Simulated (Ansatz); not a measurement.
# The perfect Pt wire along [110], 8 atoms a period, part 2 of 2

Wanted: the relaxed geometry and the bands of the Pt wire along [110], 8 atoms a period.

Ansatz 0.2.0; DFT PBE, plane waves, PAW; relaxation of a wire's period; PAW set soft_1 (the session's first sound run).

So far: Starting point; Relaxation of atoms and period.

## (2) Relaxation of atoms and period (continued)

The steps of the relaxation:

```
step  energy less that of the first step (eV)  largest force component (eV/Å)  pressure (GPa)  volume (Å³)
   1                                   0.0000                          1.6402           -6.08       375.32
   2                                  -1.3377                          0.9016            1.48       357.89
   3                                  -1.6534                          0.2194           -0.71       353.49
   4                                  -1.6713                          0.0421            0.24       350.51
   5                                  -1.6701                          0.1338           -0.04       350.86
   6                                  -1.6761                          0.0384           -0.03       351.81
   7                                  -1.6765                          0.0231            0.03       351.79
   8                                  -1.6769                          0.0020            0.00       352.03
  9*                                  -1.6716                          0.0021            0.01       352.03
```

Relaxation steps marked * repeat the geometry before them on a plane-wave basis chosen anew for their cell, so energy and pressure can jump there. Relaxation step 5 was tried and not accepted.

The run keeps the 8 symmetry operations that it works with, so distortions that break them were not tested.

```
cell as run  before  after  change
      c (Å)   2.807  2.633  -6.2 %
```

The atoms that moved most (Å, along periodic axes as changes of fractional coordinates times the final cell, across vacuum about the mean position):

```
atom      dx      dy     dz  length
 Pt1  -0.177  -0.240  0.000   0.299
 Pt3   0.177  -0.240  0.000   0.299
 Pt7  -0.177   0.240  0.000   0.299
 Pt8   0.177   0.240  0.000   0.299
 Pt6   0.000   0.230  0.000   0.230
 Pt5   0.000  -0.230  0.000   0.230
 Pt4  -0.129   0.000  0.000   0.129
 Pt2   0.129   0.000  0.000   0.129
```

Numbers from this step:

* energy at zero smearing: -100189.9517 eV
* cell length along the wire: 2.633 Å

The cell's length comes to 2.633 Å with spin left out.

## (3) The perfect wire

This step: DFT PBE, plane waves, PAW; bands of a perfect wire; PAW set soft_1 (Ansatz 0.2.0).

At the relaxed period the bands are computed along the axis; those that cross an energy going forward count the channels that a perfect wire would open there.

Input file input.yaml:

```yaml
crystal:
  lattice:
    - [10.77, 0.0, 0.0]
    - [0.0, 12.414, 0.0]
    - [0.0, 0.0, 2.6330407153]
  atoms:
    - { symbol: Pt, position: [0.299216099, 0.706807417, 0.0] }
    - { symbol: Pt, position: [0.327644311, 0.500017232, 0.0] }
    - { symbol: Pt, position: [0.700783901, 0.706807417, 0.0] }
    - { symbol: Pt, position: [0.672355689, 0.500017232, 0.0] }
    - { symbol: Pt, position: [0.5, 0.368399901, 0.5] }
    - { symbol: Pt, position: [0.5, 0.631634563, 0.5] }
    - { symbol: Pt, position: [0.299216099, 0.293227047, 0.0] }
    - { symbol: Pt, position: [0.700783901, 0.293227047, 0.0] }
kpoints:
  mp_grid: { grid: [1, 1, 31] }
  band_path: { path: ["Γ", Z], npoints: 90 }
scf:
  occupations: { method: fermi_dirac, width: 0.05 }
hamiltonian:
  xc: pbe
  pseudopotentials: { kind: paw, azcp: { folder: soft_1 } }
output:
  dos: { e_range: [-5, 4] }
  write_potential: true
  write_density: true
  volumetric_format: npy
```

Started as:

```console
> ansatz run input.yaml --threads 4 --pin off --max-ram 16384MiB --backend cpu --events-out ev --progress --plain --runs-dir out
```

Numbers of over 12 decimals in the logs are rounded to 6 here.

Output:

```text
[...]
Crystal: 8 atoms, lattice volume = 352.034 Å³
Basis set: ecut = 420 eV, 6943 PW (Γ)
Bands: 87, of which v1, the nominal top of the filled ones, is band 72 counted from 1 (71 counted from 0)
Symmetry: 8 space group operations
[...]
k-points: 16 of 31
[...]
SCF iter   1: F=—  HF=-100192.455984 eV  |F-HF|=—  |Δ(HF+E_count)|=         —  Δρ=4.99e-2  dr2=8.38e0  ethr=3.10e-3  ⟨swp⟩=6.4  Hψ=5108  notcnv=0  defer=18
[...]
SCF iter  12: F=-100190.011248 eV  HF=-100190.011248 eV  |F-HF|=1.70e-8  |Δ(HF+E_count)|=   4.21e-8  Δρ=3.07e-6  dr2=3.73e-8  ethr=6.94e-11  ⟨swp⟩=10.7  Hψ=5042  notcnv=0
SCF 1 converged in 12 iterations: F = -100190.011248 eV  dr2 = 3.73e-8
[...]
NSCF: frozen V_eff on 91 k-points
WARN: The output density's exchange-correlation potential varies sharply where the density is thin. Do not read a vacuum level from v_tot or v_xc, or from such a field of the output density. On a cell that repeats whose density bears no net charge and no dipole along the vacuum's axis use v_es (v_loc + v_h of the components); under efield.dipole_correction with no amplitude use v_es + v_field, which holds any externa [...]
SCF converged after 12 iterations
Free energy (F): -100190.011248 eV
[...]
Internal energy: -100189.883136 eV  (E = F + TS)
E sigma→0 (E₀):  -100189.947192 eV
Entropy (-TS):   -0.128111 eV (-16.014 meV/atom)
Fermi energy:    4.514133 eV
[...]
--- Band table (eV; the first three rows and the last of 16) ---
  k-point 0: bands = [... 68 lower, 4.1464, 4.2507, 4.3223, 4.4799, 4.5982, 4.7643, 4.8408, 4.9466, ... 11 higher]
  k-point 1: bands = [... 68 lower, 4.1752, 4.2638, 4.4077, 4.4156, 4.5582, 4.7147, 4.7730, 4.9001, ... 11 higher]
  k-point 2: bands = [... 68 lower, 4.2098, 4.2413, 4.2926, 4.4732, 4.5003, 4.6076, 4.6880, 4.7125, ... 11 higher]
  k-point 15: bands = [... 68 lower, 4.6364, 4.8768, 5.4824, 5.4917, 6.3569, 7.1169, 7.8678, 7.8952, ... 11 higher]
```

The job ended after 36 s (4 threads of Arm Neoverse V2, shared host; peak memory 1.6 GiB).

This step gave:

```yaml
energy_at_zero_smearing: -100189.9472 eV
band_gap: 0 eV
```

Electronic bands along the path, in eV, zero at the Fermi level:

```csv
point,band 70,band 71,band 72,band 73,band 74,band 75,band 76,band 77
Γ,-0.26,-0.19,-0.03,0.08,0.25,0.33,0.43,0.51
halfway,-0.64,-0.45,-0.39,-0.39,0.00,0.15,0.50,1.41
Z,0.37,0.98,0.99,1.90,2.86,3.14,3.73,3.83
```

Between Γ and Z the bands cross the Fermi level 10 times, so a perfect wire would conduct at least 10 G₀, with spin left out.

## (4) Outcome

| Item | Value |
| --- | --- |
| cell length, PBE | 2.633 Å |
| ballistic conductance by band crossings, a lower bound, PBE | 10 G₀ |

What this shows: Under PBE the cell's length is 2.63 Å, and the bands cross the Fermi level 10 times between Γ and Z, which gives a perfect wire at least 10 G₀ (opposite crossings within one step of the path cancel in such a count). No spin was allowed, though thin wires with open d shells can turn magnetic. Spin-orbit coupling is left out, which matters for the bands of heavy atoms.

[Logs are printed without paths, hosts, clocks, repeated set-up lines and the standing remarks that a program may print on its own settings, such as how far it seeks lower states.]

[Hosts, paths, dates, database ids (printed as entryN), source tags and the programs' standing remarks are cut or masked in the printed files.]
